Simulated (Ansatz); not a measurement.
## G0W0 on several functionals: TiO2 (Anatase)

Aim: G0W0 for TiO2 (Anatase) on several starting functionals, at one mesh, band count and screening cutoff.

Main program and level: Ansatz 0.2.0; G0W0 on several functionals, plane waves, PAW.

This is a report of a sequence of runs, with most program output left out.

In doubt: masses and optical values from hybrid runs of this build are listed as unsure (step 4), which bears on the screening that GW takes from such a start.

## Step 1: The structure

Symmetry: I4_1/amd, No. 141, tetragonal system. The conventional cell has a = 3.784 Å, b = 3.784 Å, c = 9.515 Å, α = 90.00°, β = 90.00°, γ = 90.00°. Nearest to Ti lie 6 O at 1.93 to 1.98 Å. Nearest to O lie 3 Ti at 1.93 to 1.98 Å. Farther neighbours and most contacts between anions are not listed.

The cell and positions come from the Crystallography Open Database and are kept as given unless a step says otherwise. The default PAW set here is soft_2. Its files were made with PBE.

## Step 2: G0W0 on LDA

Now the one-shot GW correction: screening in the RPA, then the self-energy of the levels asked for.

This step: G0W0 on LDA, plane waves, PAW.

Contents of input.yaml:

```yaml
crystal:
  lattice:
    - [-1.8921, 1.8921, 4.7573]
    - [1.8921, -1.8921, 4.7573]
    - [1.8921, 1.8921, -4.7573]
  atoms:
    - { symbol: Ti, position: [0.0, 0.0, 0.0] }
    - { symbol: Ti, position: [0.75, 0.25, 0.5] }
    - { symbol: O, position: [0.2081, 0.2081, 0.0] }
    - { symbol: O, position: [0.9581, 0.4581, 0.5] }
    - { symbol: O, position: [0.5419, 0.0419, 0.5] }
    - { symbol: O, position: [0.7919, 0.7919, 0.0] }
kpoints:
  mp_grid: { grid: [6, 6, 6] }
hamiltonian:
  xc: lda
scf:
  occupations: { method: fixed }
gw:
  n_empty_bands: 539
  ecut_chi: 230.0
  qp_bands: [v2, c2]
  qp_kpoints: band_edges
  screening: { model: contour_deformation }
```

The run is started by

```bash
$ ansatz run input.yaml --threads 3 --pin off --max-ram 64512MiB --backend cuda --events-out ev --progress --plain --runs-dir out --devices 1 --max-vram 24GiB  # rebuilt from the run's record
```

It took 72 s on 1 × NVIDIA H100 80GB HBM3 (shared by 3 runs) with 3 threads of AMD EPYC 7R13 (Zen 3), shared host; peak memory 2.9 GiB; 2.2 min of CPU time.

Numbers from this step:

```
bands summed                                 : 563
RPA ε∞ on this mesh (eigenvalues)            : 6.198, 6.773, 6.773
plane waves in the screening matrix          : 559
q-points in the mesh                         : 216
G0W0 gap on the mesh                         : 3.725 eV
k of the valence top                         : 0, 0, -0.5
k of the conduction bottom                   : 0, 0, 0
starting gap on the mesh                     : 2.061 eV
Z at the valence top                         : 0.7032
Z at the conduction bottom                   : 0.7291
least direct G0W0 gap on the computed points : 4.067 eV
```

The gap on the mesh goes from 2.06 eV to 3.72 eV, a correction of +1.66 eV. Between the two edge states, bare exchange in place of the xc potential would open the gap by 12.68 eV, and correlation takes back 11.02 eV.

## Step 3: G0W0 on PBE

One-shot GW remembers its start. Another functional's orbitals and levels show by how much.

This step: G0W0 on PBE, plane waves, PAW.

Edit input.yaml of step 2 so:

```diff
@@ -15,3 +15,3 @@
 hamiltonian:
-  xc: lda
+  xc: pbe
 scf:
```

Run time: 96 s. Hardware: 1 × NVIDIA H100 80GB HBM3 (shared by 3 runs) with 3 threads; peak memory 3.2 GiB; 2.7 min of CPU time.

Numbers from this step:

```
bands summed                                 : 563
RPA ε∞ on this mesh (eigenvalues)            : 5.992, 6.546, 6.546
plane waves in the screening matrix          : 559
q-points in the mesh                         : 216
G0W0 gap on the mesh                         : 3.670 eV
k of the valence top                         : 0, 0, -0.5
k of the conduction bottom                   : 0, 0, 0
starting gap on the mesh                     : 2.167 eV
Z at the valence top                         : 0.7038
Z at the conduction bottom                   : 0.7279
least direct G0W0 gap on the computed points : 4.010 eV
```

Against the run with 6×6×6 mesh, 539 empty bands, screening to 230 eV on LDA, the gap moves by −0.05 eV, while the start moved by +0.11 eV.

## Step 4: G0W0 on HSE06

This step: G0W0 on HSE06, plane waves, PAW.

Edit input.yaml of step 3 so:

```diff
@@ -15,3 +15,3 @@
 hamiltonian:
-  xc: pbe
+  xc: hse06
 scf:
```

Run time: 7 min. Hardware: 1 × NVIDIA H100 80GB HBM3 (shared by 3 runs) with 3 threads; peak memory 3.7 GiB; 9.3 min of CPU time.

Numbers from this step:

```
bands summed                                 : 563
RPA ε∞ on this mesh (eigenvalues)            : 4.407, 4.638, 4.638
plane waves in the screening matrix          : 559
G0W0 gap on the mesh                         : 4.069 eV
k of the valence top                         : 0, 0, -0.5
k of the conduction bottom                   : 0, 0, 0
starting gap on the mesh                     : 3.665 eV
least direct G0W0 gap on the computed points : 4.427 eV
```

Against the run with 6×6×6 mesh, 539 empty bands, screening to 230 eV on PBE, the gap moves by +0.40 eV, while the start moved by +1.50 eV.

## Step 5: The starts together

All on the 6×6×6 mesh with 539 empty bands and screening to 230 eV. Times are wall times on 1 × NVIDIA H100 80GB HBM3 (shared by 3 runs) with 3 threads of AMD EPYC 7R13 (Zen 3), shared host, good to a factor of about two.

```csv
start,starting gap (eV),shift (eV),G0W0 gap (eV),RPA ε∞ (harmonic mean),"Z (valence, conduction)",time
LDA,2.06,+1.66,3.72,6.57,"0.70, 0.73",72 s
PBE,2.17,+1.50,3.67,6.35,"0.70, 0.73",96 s
HSE06,3.66,+0.40,4.07,4.56,"0.75, 0.77",7 min
```

The parts of the quasiparticle energy at the two band edges (eV; QP = start + Σx + Σc − Vxc):

```csv
run,edge,start,Σx,Σc,Vxc,Z,QP
LDA,valence top,6.91,-25.69,4.26,-21.06,0.70,6.54
LDA,conduction bottom,8.97,-13.06,-6.76,-21.11,0.73,10.26
PBE,valence top,7.29,-25.81,4.38,-20.94,0.70,6.79
PBE,conduction bottom,9.46,-13.08,-6.71,-20.79,0.73,10.46
HSE06,valence top,6.29,-25.93,3.98,-22.01,0.75,6.34
HSE06,conduction bottom,9.95,-12.40,-6.25,-19.11,0.77,10.41
```

For a hybrid start, Vxc holds its share of exact exchange.

## Step 6: What came out

```
G0W0@LDA     : 3.72 eV (start 2.06 eV)
G0W0@PBE     : 3.67 eV (start 2.17 eV)
G0W0@HSE06   : 4.07 eV (start 3.66 eV)
known limits : not at the basis limit
```

**Reading.** The starting gaps span 1.60 eV and the G0W0 gaps 0.40 eV. Between LDA and HSE06, 0.34 eV of the 1.60 eV survives, 21 %. The order is not kept throughout: PBE starts 0.11 eV above LDA and ends 0.05 eV below it, so orbitals matter beside the gap. HSE06 screens less than LDA (ε∞ 4.56 against 6.57). Of the 0.34 eV by which its G0W0 gap is higher, the correlation part gives +0.78 eV, and exchange with the one-particle terms, which follow the orbitals, −0.44 eV. The smallest correction, +0.40 eV, is on HSE06, the start nearest to reproducing itself. Bands and cutoff are finite, so the gap is not at the basis limit. The miss can reach some tenths of an eV and take either sign; the mesh is an error of its own.

[Paths, hosts, dates, memory and timing lines, banners, echoed tables and standing remarks are left out of the program output.]

[Logs are printed without paths, hosts, clocks, repeated set-up lines and the standing remarks that a program may print on its own settings, such as how far it seeks lower states.]

[Runs of the session that timed out or met a known fault of the program may be left out.]

[Cells called generated may have been cut or substituted from an entry of the Crystallography Open Database or the Materials Project.]

[Hosts, paths, dates, database ids (printed as entryN), source tags and the programs' standing remarks are cut or masked in the printed files.]
